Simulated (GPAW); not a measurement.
# Ballistic transport through CN in line between two Rh chains, from relaxation to T(E)

Aim: the conductance of CN in line between two Rh chains after relaxation, and whether geometry, basis or functional moves it most.

Program: GPAW 26.7.0. Level of theory: GPAW LCAO, PAW setups; relaxation of the junction within the symmetry of its start, lead ends held, in the first sound run; inputs show where later runs differ. Results are calculated unless marked as measured.

**1. Starting point**

The cell holds 18 atoms: 16 Rh, 1 C and 1 N. Cell: a = 9.000 Å, b = 9.000 Å, c = 39.187 Å, α = 90.0°, β = 90.0°, γ = 90.0°. Regions: left lead, 8 atoms (8 Rh); channel, 2 atoms (1 C and 1 N); right lead, 8 atoms (8 Rh). Vacuum lies along a and b. The structure is stacked along c, and the current runs across the ab planes.

**2. Relaxation**

Transmission follows bond lengths closely, so the atoms between the held lead ends are relaxed first, within whatever symmetry the start has.

File run.py:

```python
import json
from ase import Atoms
from ase.constraints import FixAtoms
from ase.optimize import BFGS
from gpaw import GPAW, FermiDirac

device = Atoms(
    ['Rh', 'Rh', 'Rh', 'Rh', 'Rh', 'Rh', 'Rh', 'Rh', 'C', 'N', 'Rh', 'Rh', 'Rh', 'Rh', 'Rh', 'Rh', 'Rh', 'Rh'],
    positions=[
        [4.50000, 4.50000, 1.15000],
        [4.50000, 4.50000, 3.45000],
        [4.50000, 4.50000, 5.75000],
        [4.50000, 4.50000, 8.05000],
        [4.50000, 4.50000, 10.35000],
        [4.50000, 4.50000, 12.65000],
        [4.50000, 4.50000, 14.95000],
        [4.50000, 4.50000, 17.25000],
        [4.50000, 4.50000, 19.01570],
        [4.50000, 4.50000, 20.19570],
        [4.50000, 4.50000, 21.93730],
        [4.50000, 4.50000, 24.23730],
        [4.50000, 4.50000, 26.53730],
        [4.50000, 4.50000, 28.83730],
        [4.50000, 4.50000, 31.13730],
        [4.50000, 4.50000, 33.43730],
        [4.50000, 4.50000, 35.73730],
        [4.50000, 4.50000, 38.03730]],
    cell=[[9.0, 0.0, 0.0], [0.0, 9.0, 0.0], [0.0, 0.0, 39.1873]],
    pbc=True)

device.set_constraint(FixAtoms([0, 1, 2, 3, 4, 5, 6, 11, 12, 13, 14, 15, 16, 17]))
device.calc = GPAW(mode='lcao', basis='dzp', xc='PBE', h=0.18,
                   kpts={'size': (1, 1, 2), 'gamma': True},
                   symmetry={'tolerance': 1e-3, 'extra_ids': [1, 1, 1, 1, 1, 1, 1, 0, 0, 0, 0, 1, 1, 1, 1, 1, 1, 1]},
                   occupations=FermiDirac(0.1), maxiter=250,
                   mixer=dict(beta=0.1, nmaxold=8, weight=100.0),
                   convergence=dict(density=0.0001), txt='relax.txt')
path = []
opt = BFGS(device, maxstep=0.15)
opt.attach(lambda: path.append((device.get_potential_energy(), device.positions.tolist(), device.get_forces().tolist())))
relaxed = bool(opt.run(fmax=0.05, steps=50))
json.dump(dict(relaxed=relaxed, path=path, positions=device.positions.tolist(), moments=device.get_magnetic_moments().tolist(),
               forces=device.get_forces(apply_constraint=False).tolist()), open('result.json', 'w'))
```

Run with:

```console
$ OMP_NUM_THREADS=1 OPENBLAS_NUM_THREADS=1 python run.py
```

The log of the run:

```text
Step          Energy          fmax
BFGS:    0      -69.582827        4.705228
BFGS:    1      -69.903344        2.095126
BFGS:    2      -69.976284        3.273402
BFGS:    3      -70.027884        0.543740
BFGS:    4      -70.029942        0.068145
BFGS:    5      -70.030021        0.041430
```

The job ended after 23 min (1 thread of Arm Neoverse V1, shared host; peak memory 2 GiB).

Step by step:

| step | energy less that of the first step (eV) | largest force (eV/Å) |
| --- | --- | --- |
| 1 | 0.0000 | 4.7052 |
| 2 | -0.3301 | 2.0951 |
| 3 | -0.4110 | 3.2734 |
| 4 | -0.4643 | 0.5437 |
| 5 | -0.4652 | 0.0681 |
| 6 | -0.4654 | 0.0414 |

The atoms that moved most (Å):

| atom | dx | dy | dz | length |
| --- | --- | --- | --- | --- |
| Rh11 | 0.000 | 0.000 | 0.133 | 0.133 |
| Rh8 | 0.000 | 0.000 | -0.099 | 0.099 |
| C9 | 0.000 | 0.000 | -0.019 | 0.019 |

The relaxation lowered the energy of the cell by 0.465 eV (energies extrapolated to zero smearing; the optimiser's log prints free energies). The largest force left on a free atom is 0.041 eV/Å.

**3. Double-zeta polarised basis**

Localised orbitals split the wire into layers that couple to their neighbours alone, which is what the Green's function method needs; double zeta with polarisation is the usual level for numbers.

This step: GPAW LCAO, PAW setups; Landauer transmission from Green's functions with principal layers (ASE), zero bias (GPAW 26.7.0).

File run.py:

```python
import json
import numpy as np
from ase import Atoms
from ase.transport.calculators import TransportCalculator
from gpaw import GPAW, FermiDirac
from gpaw.lcao.tools import get_lcao_hamiltonian
from scipy.linalg import eigh

# The junction with lead layers at both ends, along the third cell vector
device = Atoms(
    ['Rh', 'Rh', 'Rh', 'Rh', 'Rh', 'Rh', 'Rh', 'Rh', 'C', 'N', 'Rh', 'Rh', 'Rh', 'Rh', 'Rh', 'Rh', 'Rh', 'Rh'],
    positions=[
        [4.50000, 4.50000, 1.15000],
        [4.50000, 4.50000, 3.45000],
        [4.50000, 4.50000, 5.75000],
        [4.50000, 4.50000, 8.05000],
        [4.50000, 4.50000, 10.35000],
        [4.50000, 4.50000, 12.65000],
        [4.50000, 4.50000, 14.95000],
        [4.50000, 4.50000, 17.15143],
        [4.50000, 4.50000, 18.99632],
        [4.50000, 4.50000, 20.19639],
        [4.50000, 4.50000, 22.07014],
        [4.50000, 4.50000, 24.23730],
        [4.50000, 4.50000, 26.53730],
        [4.50000, 4.50000, 28.83730],
        [4.50000, 4.50000, 31.13730],
        [4.50000, 4.50000, 33.43730],
        [4.50000, 4.50000, 35.73730],
        [4.50000, 4.50000, 38.03730]],
    cell=[[9.0, 0.0, 0.0], [0.0, 9.0, 0.0], [0.0, 0.0, 39.1873]],
    pbc=True)

# One principal layer of the lead: the first 5 atoms of the device
lead = Atoms(
    ['Rh', 'Rh', 'Rh', 'Rh', 'Rh'],
    positions=[
        [4.50000, 4.50000, 1.15000],
        [4.50000, 4.50000, 3.45000],
        [4.50000, 4.50000, 5.75000],
        [4.50000, 4.50000, 8.05000],
        [4.50000, 4.50000, 10.35000]],
    cell=[[9.0, 0.0, 0.0], [0.0, 9.0, 0.0], [0.0, 0.0, 11.5]],
    pbc=True)

settings = dict(mode='lcao', basis='dzp', xc='PBE', h=0.18,
                occupations=FermiDirac(0.1), maxiter=250,
                mixer=dict(beta=0.1, nmaxold=8, weight=100.0),
                convergence=dict(density=0.0001))
energies = np.arange(-2, 2 + 1e-9, 0.025)
eta = 0.0001
n1, n2 = 1, 1
# k and -k transmit alike, so half of the mesh across the current serves
mesh = [(i, j) for i in range(n1) for j in range(n2) if (i, j) <= (-i % n1, -j % n2)]
weights = np.array([1 if (i, j) == (-i % n1, -j % n2) else 2 for i, j in mesh]) / (n1 * n2)


def ground_state(atoms, size, txt):
    atoms.calc = GPAW(kpts={'size': size, 'gamma': True}, symmetry={'tolerance': 1e-3}, txt=txt, **settings)
    atoms.get_potential_energy()
    return atoms.calc.get_fermi_level()


def blocks(atoms, fermi, points, nz, cells):
    """H - E_F S and S between cell 0 and the cells above it, at each point across the current."""
    kz = np.arange(nz) / nz
    calc = atoms.calc.fixed_density(kpts=[(*k, z) for k in points for z in kz], symmetry='off', txt=None)
    H, S = get_lcao_hamiltonian(calc)
    H = (H - fermi * S).reshape(len(H), len(points), nz, *S.shape[1:])
    S = S.reshape(H.shape[1:])
    phases = [np.exp(-2j * np.pi * kz * R) / nz for R in cells]
    return [(np.einsum('skzij,z->ksij', H, p), np.einsum('kzij,z->kij', S, p)) for p in phases]


def pair(a, b):
    return np.block([[a, b], [b.T.conj(), a]])


def count_channels(h, s, cells, nk=240):
    """Half the number of times that the lead's bands cross each energy, unfolded to its shortest repeat."""
    b = len(h) // cells
    bands = []
    for k in (np.arange(nk + 1) + 0.5) / nk:
        hk, sk = h[:b, :b].copy(), s[:b, :b].copy()
        for R in range(1, cells):
            phase, block = np.exp(2j * np.pi * k * R), slice(R * b, (R + 1) * b)
            hk += h[:b, block] * phase + (h[:b, block] * phase).T.conj()
            sk += s[:b, block] * phase + (s[:b, block] * phase).T.conj()
        w, u = eigh(sk)
        x = u[:, w > 1e-5] / w[w > 1e-5]**0.5  # drop near-dependent combinations
        bands.append(np.r_[eigh(x.T.conj() @ hk @ x, eigvals_only=True), [1e9] * (w <= 1e-5).sum()])
    below = np.array(bands)[:, :, None] < energies
    return (below[1:] != below[:-1]).sum((0, 1)) / 2


fermi_lead = ground_state(lead, (1, 1, 10), 'lead.txt')
fermi_device = ground_state(device, (1, 1, 2), 'device.txt')
T, channels, eigen, tail, misfit, shifts = [], [], [], 0.0, 0.0, []
for first in range(0, len(mesh), 342):
    points = [(i / n1, j / n2) for i, j in mesh[first:first + 342]]
    (H0k, S0k), (H1k, S1k), (H2k, _) = blocks(lead, fermi_lead, points, 5, range(3))
    [(Hk, Sk)] = blocks(device, fermi_device, points, 2, [0])
    tail = max(tail, abs(H2k).max())
    for H0, S0, H1, S1, H, S in zip(H0k, S0k, H1k, S1k, Hk, Sk):
        n = len(S0)
        # Shift the lead onto the potential of the device's first layer
        shift = ((H[:, 0, 0] - H0[:, 0, 0]) / S0[0, 0]).real.mean()
        shifts.append(shift)
        misfit = max(misfit, abs(H[:, :n, :n] - H0 - shift * S0).max())
        Tk, Ck, Ek = [], [], []
        for s in range(len(H)):
            t = s % len(H0)  # a lead without moments serves both spins
            h1, s1 = pair(H0[t] + shift * S0, H1[t] + shift * S1), pair(S0, S1)
            leads = dict(h1=h1, s1=s1, energies=energies, eta=eta, eta1=eta, eta2=eta)
            calc = TransportCalculator(h=H[s], s=S, eigenchannels=3, **leads)
            Tk.append(calc.get_transmission())
            Ek.append(np.sort(calc.eigenchannels_ne, axis=0)[::-1])
            Ck.append(count_channels(h1, s1, 10))
        T.append(Tk)
        channels.append(Ck)
        eigen.append(Ek)
T, channels = np.array(T), np.array(channels)
mean, open_channels = np.einsum('kse,k->se', T, weights), np.einsum('kse,k->se', channels, weights)

print(f'basis functions: device {len(S)}, principal layer {n}')
print(f'Fermi level: lead {fermi_lead:.4f} eV, device {fermi_device:.4f} eV; lead shifted by {np.mean(shifts):.4f} eV')
print(f'largest coupling past the next layer {tail:.2e} eV, largest misfit of the first layer {misfit:.3f} eV')
print('  E-E_F (eV)   ' + 'T (one spin)  channels')
for e, t, c in zip(energies, mean.T, open_channels.T):
    print(f'{e:10.3f}  ', *[f'{x:11.4e}' for x in t], *[f'{x:9.4f}' for x in c])

kT = 8.617333e-5 * 300
fine = np.linspace(energies[0], energies[-1], 4001)
both = np.exp(np.interp(fine, energies, np.log(np.maximum(mean.sum(0) * 2 / len(mean), 1e-30))))
fermi = lambda mu: 1 / (1 + np.exp(np.clip((fine - mu) / kT, -200, 200)))
slope = fermi(0) * (1 - fermi(0)) / kT
G = np.trapezoid(both * slope, fine) / 2
seebeck = -np.trapezoid(both * slope * fine, fine) / (2 * G * 300) * 1e6
print(f'conductance at 300 K: {G:.5g} G0 a cell; thermopower {seebeck:.4g} uV/K')
bias = [0.1, 0.2, 0.5, 1.0, 1.5, 2.0]
current = [38.74 * np.trapezoid(both * (fermi(V / 2) - fermi(-V / 2)), fine) for V in bias]
for V, I in zip(bias, current):
    print(f'current from the zero-bias T(E) at {V} V: {I:.5g} uA')
zero = abs(energies).argmin()
json.dump(dict(energies=energies.tolist(), T=mean.tolist(), channels=open_channels.tolist(), G=G, seebeck=seebeck,
               bias=bias, current=current, tail=tail, misfit=misfit, shift=np.mean(shifts), n_device=len(S), n_lead=n,
               fermi=[fermi_lead, fermi_device], energy=device.get_potential_energy(),
               moments=device.get_magnetic_moments().tolist(), mesh=mesh, weights=weights.tolist(),
               T_k=T[:, :, zero].tolist(), eigen=np.array(eigen[0]).tolist()), open('result.json', 'w'))
```

The log of the run:

```text
basis functions: device 458, principal layer 135
Fermi level: lead -3.7261 eV, device -3.7518 eV; lead shifted by -0.0042 eV
largest coupling past the next layer 2.07e-04 eV, largest misfit of the first layer 0.089 eV
  E-E_F (eV)   T (one spin)  [channel counts left out]
    -2.000    7.4391e-01
    -1.975    7.5494e-01
    -1.950    7.6665e-01
    -1.925    7.7899e-01
    -1.900    7.9190e-01
    -1.875    8.0533e-01
    -1.850    8.1921e-01
    -1.825    8.3348e-01
    -1.800    8.4806e-01
    -1.775    8.6290e-01
    -1.750    8.7793e-01
    -1.725    8.9308e-01
    -1.700    9.0829e-01
    -1.675    9.2349e-01
    -1.650    9.3864e-01
    -1.625    9.5367e-01
[...]
1.825    3.0760e-02
     1.850    3.0576e-02
     1.875    3.0409e-02
     1.900    3.0257e-02
     1.925    3.0119e-02
     1.950    2.9994e-02
     1.975    2.9881e-02
     2.000    2.9778e-02
conductance at 300 K: 1.6946 G0 a cell; thermopower -0.5965 uV/K
current from the zero-bias T(E) at 0.1 V: 13.125 uA
current from the zero-bias T(E) at 0.2 V: 26.224 uA
current from the zero-bias T(E) at 0.5 V: 65.115 uA
current from the zero-bias T(E) at 1.0 V: 127.37 uA
current from the zero-bias T(E) at 1.5 V: 184.72 uA
current from the zero-bias T(E) at 2.0 V: 233.21 uA
```

Elapsed: 8.5 min, on 1 thread; peak memory 2.3 GiB.

Numbers from this step:

| Item | Value |
| --- | --- |
| conductance | 1.695 G₀ |
| largest coupling past the next principal layer | 2.07e-4 eV |
| largest misfit of the first principal layer | 0.08913 eV |
| shift that aligns the lead | -0.004151 eV |
| basis functions of the junction | 458 |
| basis functions of a principal layer | 135 |
| transmission at the Fermi level (one spin) | 1.696 |

One spin. Table of transmission, zone mean by energy, zero at the Fermi level:

energy (eV), transmission, zone mean and a bar:
```
   -2.000       0.74 #############
   -1.800       0.85 ###############
   -1.600       0.97 #################
   -1.400       1.08 ###################
   -1.200       1.15 ####################
   -1.000       1.22 #####################
   -0.800       1.28 ######################
   -0.600       1.40 #########################
   -0.400       1.53 ###########################
   -0.200       1.64 #############################
    0.000       1.70 ##############################
    0.100       1.70 ##############################
    0.200       1.70 ##############################
    0.400       1.67 #############################
    0.600       1.60 ############################
    0.800       1.44 #########################
    1.000       0.88 ###############
    1.200       0.05 
    1.400       0.04 
    1.600       0.03 
    1.800       0.03 
    2.000       0.03
```

Not self-consistent under bias; the bias window is split evenly. Current through one cell, from the zero-bias transmission against bias:

| bias (V) | current through one cell, from the zero-bias transmission (μA) |
| --- | --- |
| 0.100 | 13.1 |
| 0.200 | 26.2 |
| 0.500 | 65.1 |
| 1.000 | 127 |
| 1.500 | 185 |
| 2.000 | 233 |

The transmission of the three most open eigenchannels by energy, zero at the Fermi level:

| energy (eV) | channel 1 | channel 2 | channel 3 |
| --- | --- | --- | --- |
| -2.000 | 0.320 | 0.320 | 0.104 |
| -1.800 | 0.374 | 0.374 | 0.0998 |
| -1.600 | 0.435 | 0.435 | 0.0983 |
| -1.400 | 0.490 | 0.490 | 0.0979 |
| -1.200 | 0.529 | 0.529 | 0.0957 |
| -1.000 | 0.570 | 0.570 | 0.0768 |
| -0.800 | 0.612 | 0.612 | 0.0606 |
| -0.600 | 0.663 | 0.663 | 0.0745 |
| -0.400 | 0.718 | 0.718 | 0.0954 |
| -0.200 | 0.763 | 0.763 | 0.113 |
| 0.000 | 0.785 | 0.785 | 0.125 |
| 0.200 | 0.783 | 0.783 | 0.132 |
| 0.400 | 0.763 | 0.763 | 0.138 |
| 0.600 | 0.723 | 0.723 | 0.149 |
| 0.800 | 0.637 | 0.637 | 0.163 |
| 1.000 | 0.397 | 0.397 | 0.0811 |
| 1.200 | 0.0492 | 2.1e-7 | 5.7e-11 |
| 1.400 | 0.0385 | 2.2e-7 | 0 |
| 1.600 | 0.0335 | 2.3e-7 | 0 |
| 1.800 | 0.0310 | 2.3e-7 | 0 |
| 2.000 | 0.0298 | 2.4e-7 | 0 |

Couplings past the next layer reach 2.1e-4 eV, small enough to drop; the matrix elements of the cell's first layer differ from the bulk lead's by up to 0.089 eV. That layer keeps its own values in the calculation, and only beyond it is the lead taken as perfect. The Fermi levels of lead and junction count from different zeros of potential, one for each periodic cell; with both set to zero, the small remaining shift is what aligns them. By hand: G = 1.695 × 77.48 μS = 131 μS, a resistance of 7.62 kΩ; at 0.1 V a linear junction would pass 13.1 μA, and the integral over the bias window gives 13.1 μA.

**4. Single-zeta polarised basis**

One radial function a shell plus polarisation makes the matrices smaller; the question is what that costs.

run.py, as its differences from that of step 3:

```diff
@@ -45,3 +45,3 @@
 
-settings = dict(mode='lcao', basis='dzp', xc='PBE', h=0.18,
+settings = dict(mode='lcao', basis='szp(dzp)', xc='PBE', h=0.18,
                 occupations=FermiDirac(0.1), maxiter=250,
```

The log of the run:

```text
basis functions: device 258, principal layer 75
Fermi level: lead -3.6284 eV, device -3.7177 eV; lead shifted by -0.0039 eV
largest coupling past the next layer 2.08e-04 eV, largest misfit of the first layer 0.087 eV
  E-E_F (eV)   T (one spin)  [channel counts left out]
    -2.000    7.1337e-01
    -1.975    7.2483e-01
    -1.950    7.3693e-01
    -1.925    7.4962e-01
    -1.900    7.6283e-01
    -1.875    7.7652e-01
    -1.850    7.9061e-01
    -1.825    8.0505e-01
    -1.800    8.1975e-01
    -1.775    8.3467e-01
    -1.750    8.4972e-01
    -1.725    8.6486e-01
    -1.700    8.8001e-01
    -1.675    8.9512e-01
    -1.650    9.1012e-01
    -1.625    9.2498e-01
[...]
1.825    2.9176e-02
     1.850    2.9078e-02
     1.875    2.8994e-02
     1.900    2.8922e-02
     1.925    2.8861e-02
     1.950    2.8811e-02
     1.975    2.8771e-02
     2.000    2.8739e-02
conductance at 300 K: 1.6504 G0 a cell; thermopower -0.3976 uV/K
current from the zero-bias T(E) at 0.1 V: 12.783 uA
current from the zero-bias T(E) at 0.2 V: 25.537 uA
current from the zero-bias T(E) at 0.5 V: 63.36 uA
current from the zero-bias T(E) at 1.0 V: 123.54 uA
current from the zero-bias T(E) at 1.5 V: 178.09 uA
current from the zero-bias T(E) at 2.0 V: 222.4 uA
```

It took 5.2 min on 1 thread; peak memory 2.2 GiB.

Numbers from this step:

```yaml
conductance: 1.650 G₀
largest_coupling_past_the_next_principal_layer: 2.08e-4 eV
largest_misfit_of_the_first_principal_layer: 0.08690 eV
shift_that_aligns_the_lead: -0.003854 eV
basis_functions_of_the_junction: 258
basis_functions_of_a_principal_layer: 75
transmission_at_the_fermi_level_one_spin: 1.652
```

One spin. Table of transmission, zone mean by energy, zero at the Fermi level:

energy (eV), transmission, zone mean and a bar:
```
   -2.000       0.71 #############
   -1.900       0.76 ##############
   -1.800       0.82 ###############
   -1.700       0.88 ################
   -1.600       0.94 #################
   -1.500       1.00 ##################
   -1.400       1.05 ###################
   -1.300       1.09 ####################
   -1.200       1.13 ####################
   -1.100       1.17 #####################
   -1.000       1.20 ######################
   -0.900       1.21 ######################
   -0.800       1.26 #######################
   -0.700       1.32 ########################
   -0.600       1.38 #########################
   -0.500       1.44 ##########################
   -0.400       1.50 ###########################
   -0.300       1.56 ############################
   -0.200       1.60 #############################
   -0.100       1.64 ##############################
    0.000       1.65 ##############################
    0.050       1.65 ##############################
    0.100       1.65 ##############################
    0.200       1.64 ##############################
    0.300       1.62 #############################
    0.400       1.59 #############################
    0.500       1.54 ############################
    0.600       1.48 ###########################
    0.700       1.40 #########################
    0.800       1.28 #######################
    0.900       1.03 ##################
    1.000       0.62 ###########
    1.100       0.05 
    1.200       0.04 
    1.300       0.04 
    1.400       0.03 
    1.500       0.03 
    1.600       0.03 
    1.700       0.03 
    1.800       0.03 
    1.900       0.03 
    2.000       0.03
```

Not self-consistent under bias; the bias window is split evenly. Table of current through one cell, from the zero-bias transmission by bias:

| bias (V) | current through one cell, from the zero-bias transmission (μA) |
| --- | --- |
| 0.100 | 12.8 |
| 0.200 | 25.5 |
| 0.500 | 63.4 |
| 1.000 | 124 |
| 1.500 | 178 |
| 2.000 | 222 |

Table of transmission of the three most open eigenchannels by energy, zero at the Fermi level:

| energy (eV) | channel 1 | channel 2 | channel 3 |
| --- | --- | --- | --- |
| -2.000 | 0.306 | 0.306 | 0.101 |
| -1.800 | 0.361 | 0.361 | 0.0973 |
| -1.600 | 0.422 | 0.422 | 0.0956 |
| -1.400 | 0.476 | 0.476 | 0.0951 |
| -1.200 | 0.519 | 0.519 | 0.0932 |
| -1.000 | 0.558 | 0.558 | 0.0806 |
| -0.800 | 0.601 | 0.601 | 0.0591 |
| -0.600 | 0.652 | 0.652 | 0.0724 |
| -0.400 | 0.704 | 0.704 | 0.0951 |
| -0.200 | 0.745 | 0.745 | 0.114 |
| 0.000 | 0.763 | 0.763 | 0.126 |
| 0.200 | 0.755 | 0.755 | 0.133 |
| 0.400 | 0.723 | 0.723 | 0.141 |
| 0.600 | 0.664 | 0.664 | 0.155 |
| 0.800 | 0.553 | 0.553 | 0.172 |
| 1.000 | 0.279 | 0.279 | 0.0653 |
| 1.200 | 0.0423 | 6.5e-9 | 2.7e-11 |
| 1.400 | 0.0344 | 6.5e-9 | 0 |
| 1.600 | 0.0309 | 6.5e-9 | 0 |
| 1.800 | 0.0293 | 6.6e-9 | 0 |
| 2.000 | 0.0287 | 6.6e-9 | 0 |

The conductance, 1.65 G₀, lies 2.6 % below that of the dzp run.

[end of part 1 of 2]

[Logs are printed without paths, hosts, clocks, repeated set-up lines and the standing remarks that a program may print on its own settings, such as how far it seeks lower states.]

[Hosts, paths, dates, database ids (printed as entryN), source tags and the programs' standing remarks are cut or masked in the printed files.]
